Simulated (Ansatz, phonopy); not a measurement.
# Grüneisen parameters and expansion of Pt (Fm-3m), part 2 of 2

Wanted: mode Grüneisen parameters of Pt and a free-energy fit over volumes.

Ansatz 0.2.0; DFT PBEsol, scalar-relativistic, plane waves, PAW; PAW set soft_1.

So far. Step 13 (Phonons, V/V0 0.97): No mode is imaginary beyond numerical noise at the solved wavevectors. Step 14 (Single point at a scaled cell, V/V0 1.05): The run ends at a pressure of -12.32 GPa.

### Step 15. Lattice dynamics at this volume, V/V0 1.05

Input file input.yaml:

```yaml
crystal:
  lattice:
    - [0.0, 1.9909506898, 1.9909506898]
    - [1.9909506898, 0.0, 1.9909506898]
    - [1.9909506898, 1.9909506898, 0.0]
  atoms:
    - { symbol: Pt, position: [0.0, 0.0, 0.0] }
kpoints:
  mp_grid: { grid: [20, 20, 20] }
hamiltonian:
  xc: pbesol
  pseudopotentials: { kind: paw, azcp: { folder: soft_1 }, xc_functional: pbe }
scf:
  occupations: { method: methfessel_paxton, width: 0.2 }
  lower_state_search: "off"
output:
  eigenvalues: true
phonons:
  method: dfpt
  qmesh: [4, 4, 4]
  temperatures: { t_max: 1000, t_step: 50 }
  qpath:
    path:
      - [[0.0, 0.0, 0.0], [0.5, 0.0, 0.5], [0.625, 0.25, 0.625]]
      - [[0.375, 0.375, 0.75], [0.0, 0.0, 0.0], [0.5, 0.5, 0.5], [0.5, 0.25, 0.75], [0.5, 0.0, 0.5]]
    npoints: 10
```

On the command line:

```bash
ansatz run input.yaml --threads 8 --pin off --max-ram 16384MiB --backend cpu --events-out ev --progress --plain --runs-dir out
```

The job ended after 76 s (8 threads of Arm Neoverse V2, shared host; peak memory 3.8 GiB).

No mode is imaginary beyond numerical noise at the solved wavevectors.

### Step 16. How the modes move with volume

This step: DFT PBEsol, scalar-relativistic, plane waves, PAW; PAW set soft_1 (phonopy 4.10.0).

Numbers from this step:

```yaml
share_of_modes_with_a_negative_grueneisen_parameter: 0
```

Mean Grüneisen, by row:

| T (K) | heat-capacity-weighted mean | root mean square |
| --- | --- | --- |
| 50 | 2.819 | 2.836 |
| 100 | 2.784 | 2.796 |
| 200 | 2.775 | 2.786 |
| 300 | 2.773 | 2.784 |
| 500 | 2.772 | 2.783 |
| 800 | 2.772 | 2.783 |

Table of mean mode Grueneisen parameter by wavenumber:

| wavenumber (cm⁻¹) | mean mode Grueneisen parameter |
| --- | --- |
| 3.3 | - |
| 9.9 | 3.7 |
| 16.5 | 3.85 |
| 23.1 | 3.57 |
| 29.7 | 3.43 |
| 36.3 | 3.39 |
| 42.9 | 3.25 |
| 49.5 | 3.11 |
| 56.1 | 2.98 |
| 62.7 | 2.94 |
| 69.3 | 2.9 |
| 76.0 | 2.82 |
| 82.6 | 2.74 |
| 89.2 | 2.7 |
| 95.8 | 2.61 |
| 102.4 | 2.67 |
| 109.0 | 2.8 |
| 115.6 | 2.81 |
| 122.2 | 2.77 |
| 128.8 | 2.76 |
| 135.4 | 2.82 |
| 142.0 | 2.81 |
| 148.6 | 2.78 |
| 155.2 | 2.69 |
| 161.8 | 2.7 |
| 168.4 | 2.71 |
| 175.0 | 2.69 |
| 181.6 | 2.68 |
| 188.2 | 2.68 |
| 194.8 | 2.67 |

Volume series, by row:

| V/V0 | V (Å³/atom) | pressure (GPa) | E - E0 (meV/atom) | gap (eV) | zero-point energy (meV/atom) | lowest on the path (cm⁻¹) | highest at Gamma without the LO-TO term (cm⁻¹) |
| --- | --- | --- | --- | --- | --- | --- | --- |
| 0.97 | 14.58 | 9.52 | 12.9 | 0 | 24.64 | 0 | - |
| 0.985 | 14.81 | 4.534 | 3.102 | 0 | 23.67 | 0 | - |
| 1 | 15.03 | 0 | 0 | 0 | 22.73 | 0 | - |
| 1.015 | 15.26 | -4.12 | 2.985 | 0 | 21.8 | 0 | - |
| 1.03 | 15.48 | -7.863 | 11.49 | 0 | 20.9 | 0 | - |
| 1.05 | 15.78 | -12.32 | 30.57 | 0 | 19.72 | 0 | - |

Grüneisen at points, by row:

| point | branch | frequency (cm⁻¹) | mode Grüneisen parameter |
| --- | --- | --- | --- |
| X | 1 | 129.7 | 2.53 |
| X | 3 | 193.7 | 2.64 |
| U | 1 | 116.6 | 2.55 |
| U | 2 | 144.9 | 2.94 |
| U | 3 | 171.4 | 2.77 |
| K | 1 | 116.6 | 2.55 |
| K | 2 | 144.9 | 2.94 |
| K | 3 | 171.4 | 2.77 |
| L | 1 | 96.5 | 2.12 |
| L | 3 | 198.6 | 2.66 |
| W | 1 | 114.3 | 3.22 |
| W | 2 | 157.4 | 2.79 |

### Step 17. Free-energy fit

This step gave:

```yaml
volume_expansion_coefficient_at_300_k: 27.51 1e-6/K
isothermal_bulk_modulus_at_300_k: 272.2 GPa
c_p_at_300_k: 24.79 J/mol-atom/K
grueneisen_parameter_at_300_k: 2.825
```

Table of energy (each curve on its own zero) by volume; values in meV/atom:

| volume (Å³/atom) | static | F at 0 K | F at 300 K | F at 1300 K |
| --- | --- | --- | --- | --- |
| 14.581 | 12.9 | 15.3 | 21.4 | 48.6 |
| 14.807 | 3.1 | 4.53 | 8.35 | 25.2 |
| 15.032 | 0 | 0.48 | 1.96 | 8.29 |
| 15.258 | 2.98 | 2.54 | 1.59 | -2.85 |
| 15.483 | 11.5 | 10.2 | 6.68 | -8.77 |
| 15.784 | 30.6 | 28.1 | 21.1 | -9.51 |

Phonopy-qha, vinet fit of F(V) at each temperature; no electronic free energy. Qha vinet, by row:

| T (K) | fitted volume (Å³/atom) | alpha_V (1e-6/K) | B_T (GPa) | C_P (J/mol-atom/K) | Grueneisen |
| --- | --- | --- | --- | --- | --- |
| 100 | 15.08 | 20.78 | 282.7 | 19.36 | 2.771 |
| 150 | 15.1 | 24.28 | 280.2 | 22.4 | 2.795 |
| 200 | 15.12 | 25.88 | 277.6 | 23.68 | 2.806 |
| 250 | 15.14 | 26.83 | 274.9 | 24.36 | 2.816 |
| 300 | 15.16 | 27.51 | 272.2 | 24.79 | 2.825 |
| 350 | 15.18 | 28.07 | 269.5 | 25.1 | 2.835 |
| 400 | 15.2 | 28.57 | 266.7 | 25.34 | 2.845 |
| 450 | 15.22 | 29.04 | 263.9 | 25.55 | 2.855 |
| 500 | 15.25 | 29.5 | 261.1 | 25.73 | 2.865 |
| 550 | 15.27 | 29.95 | 258.2 | 25.91 | 2.876 |
| 600 | 15.29 | 30.4 | 255.3 | 26.07 | 2.887 |
| 650 | 15.31 | 30.86 | 252.4 | 26.24 | 2.898 |
| 700 | 15.34 | 31.33 | 249.4 | 26.4 | 2.91 |
| 750 | 15.36 | 31.82 | 246.4 | 26.57 | 2.922 |
| 800 | 15.39 | 32.31 | 243.4 | 26.73 | 2.934 |
| 850 | 15.41 | 32.83 | 240.3 | 26.9 | 2.946 |
| 900 | 15.44 | 33.36 | 237.2 | 27.08 | 2.959 |
| 950 | 15.46 | 33.91 | 234.1 | 27.26 | 2.972 |
| 1000 | 15.49 | 34.49 | 230.9 | 27.45 | 2.986 |
| 1050 | 15.52 | 35.08 | 227.7 | 27.64 | 3 |
| 1100 | 15.54 | 35.7 | 224.5 | 27.84 | 3.014 |
| 1150 | 15.57 | 36.35 | 221.2 | 28.05 | 3.029 |
| 1200 | 15.6 | 37.03 | 217.9 | 28.27 | 3.044 |

Volume expansion coefficient, phonopy-qha, Vinet against temperature:

| temperature (K) | volume expansion coefficient, phonopy-qha, Vinet (1e-6/K) |
| --- | --- |
| 75 | 17.2 |
| 125 | 22.9 |
| 150 | 24.3 |
| 200 | 25.9 |
| 225 | 26.4 |
| 275 | 27.2 |
| 325 | 27.8 |
| 350 | 28.1 |
| 400 | 28.6 |
| 425 | 28.8 |
| 475 | 29.3 |
| 500 | 29.5 |
| 550 | 29.9 |
| 600 | 30.4 |
| 625 | 30.6 |
| 675 | 31.1 |
| 700 | 31.3 |
| 750 | 31.8 |
| 800 | 32.3 |
| 825 | 32.6 |
| 875 | 33.1 |
| 900 | 33.4 |
| 950 | 33.9 |
| 975 | 34.2 |
| 1025 | 34.8 |
| 1075 | 35.4 |
| 1100 | 35.7 |
| 1150 | 36.4 |
| 1175 | 36.7 |
| 1225 | 37.4 |

The fit gives a volume expansion of 27.5 × 10⁻⁶/K at 300 K.

### Step 18. Summary of results

```json
{"volume expansion coefficient at 300 K": "27.51 1e-6/K", "isothermal bulk modulus at 300 K": "272.2 GPa", "C_P at 300 K": "24.79 J/mol-atom/K", "Grüneisen parameter at 300 K": "2.825", "mean mode Grüneisen parameter at 300 K": "2.77"}
```

**Reading.** Near room temperature Pt expands by 27.5 × 10⁻⁶/K in volume by PBEsol, with C_P = 24.8 J/(mol K) per mole of atoms and B_T = 272 GPa. The table stops at 1225 K because beyond it the fitted volume comes within 1 % of the largest computed cell, where the fit loses its support. C_P at room temperature is 99 % of the classical 3R an atom. The fit leaves out the electrons' free energy, which adds to C_P and to the expansion of a metal at high temperature. The heat-capacity-weighted Grüneisen parameter goes from 2.82 at 50 K to 2.77 at 800 K. Weighting γ by the density of states and each mode's heat capacity at 300 K, modes below 70 cm⁻¹ give about 12 % of the sum of γC that drives the expansion, those up to 130 cm⁻¹ 50 % and the rest 38 %. Among the labelled points γ is largest for branch 1 at W (114 cm⁻¹, 3.2) and smallest for branch 1 at L (96.5 cm⁻¹, 2.1). The PAW files were made for PBE and are used here under another functional, for which the program regenerates the frozen cores.

[Logs are printed without paths, hosts, clocks, repeated set-up lines and the standing remarks that a program may print on its own settings, such as how far it seeks lower states.]

[Hosts, paths, dates, database ids (printed as entryN), source tags and the programs' standing remarks are cut or masked in the printed files.]

[A step with changed settings may run another functional than the one named; its input shows which.]

[Of the runs on displaced cells, only some may be shown.]
